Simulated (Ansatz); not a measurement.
# I on Nb(110), ontop start, 2x2 cell: photoemission fingerprints, part 3 of 3

Wanted: core-level shifts and unfolded surface bands for I on Nb(110), ontop start, 2x2 cell. Spin–orbit coupling is left out of the bands throughout.

Ansatz 0.2.0; DFT, PBE, plane-wave PAW, default files, scalar-relativistic.

So far, work function, upper face (eV): step 2 (the clean face) 4.48; step 3 (relaxing the atoms) 3.91; step 4 (bands by layer) 3.91.

### 5. Z+1 stand-in on atom 2

System of this step: Nb15MoI. The cell holds 17 atoms: 1 I, 1 Mo and 15 Nb. Cell: a = 6.620 Å, b = 5.733 Å, c = 24.772 Å, α = 90.0°, β = 90.0°, γ = 54.7°. It derives from Nb. Regions: ad, 1 atom (1 I); L1, 4 atoms (1 Mo and 3 Nb); L2, 4 atoms (4 Nb); L3, 4 atoms (4 Nb); rest, 4 atoms (4 Nb). Vacuum lies along c.

An atom with a screened core hole acts much like the next element, so total energies with that element on different sites give core-level shifts.

File input.yaml:

```yaml
crystal:
  lattice:
    - [6.62, 0.0, 0.0]
    - [3.31, 4.6810468915, 0.0]
    - [0.0, 0.0, 24.7715703372]
  atoms:
    - { symbol: I, position: [0.2477861672, 0.0, 0.6746417283] }
    - { symbol: Mo, position: [-0.0193001197, 0.0, 0.5839506637] }
    - { symbol: Nb, position: [0.5148050845, 0.0, 0.5840126259] }
    - { symbol: Nb, position: [-0.0068785045, 0.5088671318, 0.5828277999] }
    - { symbol: Nb, position: [0.5019886273, 0.4911328682, 0.5828277999] }
    - { symbol: Nb, position: [0.748761001, 0.499908705, 0.492315239] }
    - { symbol: Nb, position: [0.2486697059, 0.500091295, 0.492315239] }
    - { symbol: Nb, position: [0.748678874, 0.0, 0.4889660056] }
    - { symbol: Nb, position: [0.24891125, 0.0, 0.493293576] }
    - { symbol: Nb, position: [0.0, 0.0, 0.397250691] }
    - { symbol: Nb, position: [0.5, 0.0, 0.397250691] }
    - { symbol: Nb, position: [0.0, 0.5, 0.397250691] }
    - { symbol: Nb, position: [0.5, 0.5, 0.397250691] }
    - { symbol: Nb, position: [0.75, 0.5, 0.302766433] }
    - { symbol: Nb, position: [0.25, 0.5, 0.302766433] }
    - { symbol: Nb, position: [0.75, 0.0, 0.302766433] }
    - { symbol: Nb, position: [0.25, 0.0, 0.302766433] }
kpoints:
  mp_grid: { grid: [8, 8, 1] }
scf:
  occupations: { method: fermi_dirac, width: 0.05 }
  n_extra_bands: 16
hamiltonian:
  xc: pbe
  pseudopotentials: { kind: paw }
output:
  forces: true
  write_potential: true
  volumetric_format: []
efield:
  axis: 3
  dipole_correction: true
```

Command:

```
> ansatz run input.yaml --threads 8 --pin off --max-ram 20480MiB --backend cpu --events-out ev --progress --plain --runs-dir out
```

Elapsed: 48 s, on 8 threads of Arm Neoverse V2, shared host; peak memory 4.4 GiB; 6.3 min of CPU time.

Numbers from this step:

```yaml
free_energy: -80747.4021 eV
energy_at_zero_smearing: -80747.3164 eV
smearing_term_ts: 0.1714 eV
fermi_energy: 4.786 eV
```

### 6. Z+1 stand-in on atom 3

System of this step: Nb15MoI. The cell holds 17 atoms: 1 I, 15 Nb and 1 Mo. Its edges and angles: a = 6.620 Å, b = 5.733 Å, c = 24.772 Å, α = 90.0°, β = 90.0°, γ = 54.7°. It derives from Nb. Regions: ad, 1 atom (1 I); L1, 4 atoms (3 Nb and 1 Mo); L2, 4 atoms (4 Nb); L3, 4 atoms (4 Nb); rest, 4 atoms (4 Nb). Vacuum lies along c.

The same swap on atom 3.

Changes to input.yaml since step 5:

```diff
@@ -7,4 +7,4 @@
     - { symbol: I, position: [0.2477861672, 0.0, 0.6746417283] }
-    - { symbol: Mo, position: [-0.0193001197, 0.0, 0.5839506637] }
-    - { symbol: Nb, position: [0.5148050845, 0.0, 0.5840126259] }
+    - { symbol: Nb, position: [-0.0193001197, 0.0, 0.5839506637] }
+    - { symbol: Mo, position: [0.5148050845, 0.0, 0.5840126259] }
     - { symbol: Nb, position: [-0.0068785045, 0.5088671318, 0.5828277999] }
```

Elapsed: 49 s, on 8 threads; peak memory 4.4 GiB.

Numbers from this step:

```
free energy             : -80747.4037 eV
energy at zero smearing : -80747.3180 eV
Fermi energy            : 4.787 eV
```

### 7. Z+1 stand-in on atom 10

System of this step: Nb15MoI. The cell holds 17 atoms: 1 I, 15 Nb and 1 Mo. Cell: a = 6.620 Å, b = 5.733 Å, c = 24.772 Å, α = 90.0°, β = 90.0°, γ = 54.7°. It derives from Nb. Regions: ad, 1 atom (1 I); L1, 4 atoms (4 Nb); L2, 4 atoms (4 Nb); L3, 4 atoms (1 Mo and 3 Nb); rest, 4 atoms (4 Nb). Vacuum lies along c.

The same swap on atom 10.

Changes to input.yaml since step 6:

```diff
@@ -8,3 +8,3 @@
     - { symbol: Nb, position: [-0.0193001197, 0.0, 0.5839506637] }
-    - { symbol: Mo, position: [0.5148050845, 0.0, 0.5840126259] }
+    - { symbol: Nb, position: [0.5148050845, 0.0, 0.5840126259] }
     - { symbol: Nb, position: [-0.0068785045, 0.5088671318, 0.5828277999] }
@@ -15,3 +15,3 @@
     - { symbol: Nb, position: [0.24891125, 0.0, 0.493293576] }
-    - { symbol: Nb, position: [0.0, 0.0, 0.397250691] }
+    - { symbol: Mo, position: [0.0, 0.0, 0.397250691] }
     - { symbol: Nb, position: [0.5, 0.0, 0.397250691] }
```

The job ended after 49 s (8 threads; peak memory 4.4 GiB; 6.5 min of CPU time).

This step gave:

```yaml
free_energy: -80747.6718 eV
energy_at_zero_smearing: -80747.5869 eV
smearing_term_ts: 0.1698 eV
fermi_energy: 4.797 eV
```

### 8. Shifts from the Z+1 runs

An atom with a screened core hole acts like the next element, so the difference of two such total energies is the shift between the two sites; positive is more bound. Shifts count from the last listed atom of each element.

```tsv
atom	region	replaced by	shell meant	free energy (eV)	shift (eV)
Nb2	layer 1	Mo	3d	-80747.402	+0.27
Nb3	layer 1	Mo	3d	-80747.404	+0.27
Nb10	layer 3	Mo	3d	-80747.672	+0.00
```

The stand-in's nearest image is 5.7 Å away. The method gives no absolute levels and the same shift for every shell of an atom.

### 9. Other settings

This step: DFT, PBE, plane-wave PAW, default files, scalar-relativistic; changed: kpoints.mp_grid.grid = [6, 6, 1], hamiltonian.hubbard = {"sites": [{"species": "Nb", "l": "d", "u_eff": 5.0}], "double_counting": "fll"} (Ansatz 0.2.0).

System of this step: Nb16I. The cell holds 17 atoms: 1 I and 16 Nb. Its edges and angles: a = 6.620 Å, b = 5.733 Å, c = 24.772 Å, α = 90.0°, β = 90.0°, γ = 54.7°. It derives from Nb. How the cell was made: adsorbate; added: I; site: ontop; coverage 0.25 monolayer; cell: 2x2; on one face. Regions: ad, 1 atom (1 I); L1, 4 atoms (4 Nb); L2, 4 atoms (4 Nb); L3, 4 atoms (4 Nb); rest, 4 atoms (4 Nb). Vacuum lies along c.

Other settings are tried.

Changes to input.yaml since step 7:

```diff
@@ -15,3 +15,3 @@
     - { symbol: Nb, position: [0.24891125, 0.0, 0.493293576] }
-    - { symbol: Mo, position: [0.0, 0.0, 0.397250691] }
+    - { symbol: Nb, position: [0.0, 0.0, 0.397250691] }
     - { symbol: Nb, position: [0.5, 0.0, 0.397250691] }
@@ -24,6 +24,6 @@
 kpoints:
-  mp_grid: { grid: [8, 8, 1] }
+  mp_grid: { grid: [6, 6, 1] }
 scf:
   occupations: { method: fermi_dirac, width: 0.05 }
-  n_extra_bands: 16
+  n_extra_bands: 21
 hamiltonian:
@@ -31,2 +31,3 @@
   pseudopotentials: { kind: paw }
+  hubbard: { sites: [{ species: Nb, l: d, u_eff: 5.0 }], double_counting: fll }
 output:
@@ -35,2 +36,13 @@
   volumetric_format: []
+  dos:
+    projected:
+      site_lists:
+        adsorbate: [0]
+        layer_1: [1, 2, 3, 4]
+        layer_2: [5, 6, 7, 8]
+        layer_3: [9, 10, 11, 12]
+        other_layers: [13, 14, 15, 16]
+    de: 0.05
+    e_range: [-30, 12]
+    method: { smearing: { sigma: 0.15, scheme: gaussian } }
 efield:
```

Elapsed: 8.9 min, on 8 threads; peak memory 6.1 GiB.

Residual by cycle:

cycle, log10 residual and a bar from the least value:
```
        1        2.3 ##############################
        7       -0.7 ###################
       12       -1.9 ###############
       18       -2.5 #############
       23       -3.0 ###########
       29       -3.1 ###########
       34       -3.7 #########
       40       -3.7 ########
       45       -3.8 ########
       51       -3.7 ########
       56       -1.4 #################
       62       -6.0
```

The run was cut off at its time limit.

After 62 cycles the residual stands at 9.8e-7.

### 10. Summary of results

```
work function                                                                 : 3.91 eV (other face 4.53 eV)
change from the clean face                                                    : -0.57 eV
Nb 4d centre of the filled part above −10 eV, from the plotted curve, layer 1 : -1.67 eV
Nb 4d centre of the filled part above −10 eV, from the plotted curve, layer 3 : -1.69 eV
Nb core shifts among the listed atoms, from the last listed one               : +0.00 to +0.27 eV
```

In words: The Fermi level of I on Nb(110), ontop start, 2x2 cell lies 3.91 eV (other face 4.53 eV) below the vacuum, a change of -0.57 eV from the clean face. Only the strongest levels a point were stored, too few to count surface states. The group slid 1.6 Å sideways from its starting site. After relaxation I1 stands 2.26 Å above the top layer, bonded to 4 Nb atoms at 2.86 to 3.29 Å. The bare lower face differs from the lower face of the clean 1×1 slab by 0.00 eV, a measure of the error from mesh and slab. Core shifts by the Z+1 route: Nb +0.00 to +0.27 eV. Among the sites run, the most bound Nb 3d level is that of Nb2 (layer 1), tied with Nb3, bonded to 10 Nb and 1 I; the least bound, 0.27 eV shallower, that of Nb10 (layer 3), bonded to 14 Nb. At 21.2 eV the valence spectrum has its highest listed peaks within 10.8 eV at 1.3 eV (Nb 4d), 2.4 eV (Nb 4d) and 4.2 eV (I 5p). At 1486.7 eV the valence spectrum has its highest listed peaks within 13 eV at 1.3 eV (Nb 4d), 2.4 eV (Nb 4d) and 4.3 eV (I 5p). The shell named is the one with most of the intensity, cross sections included, not always the one with most states there. In the main run, from 1486.7 eV towards hard X-rays the I 5s share grows by 10 points, as its cross section falls more slowly with photon energy than those of the shells it gains on. The window's lower edge cuts through the Nb 4p line, so its counts, centres and shares of the area are artefacts of the cut. Spin–orbit coupling is left out, which matters for the heavy atoms here. The slab's own atoms span 7.0 Å, so bulk bands appear as a few quantum-well levels, and states of the two faces can mix.

[Logs are printed without paths, hosts, clocks, repeated set-up lines and the standing remarks that a program may print on its own settings, such as how far it seeks lower states.]

[Hosts, paths, dates, database ids (printed as entryN), source tags and the programs' standing remarks are cut or masked in the printed files.]

[Maps of the electrostatic potential energy from Ansatz leave out the sawtooth potential of an applied field or a dipole correction, so their vacuum need not be flat; work functions include it.]
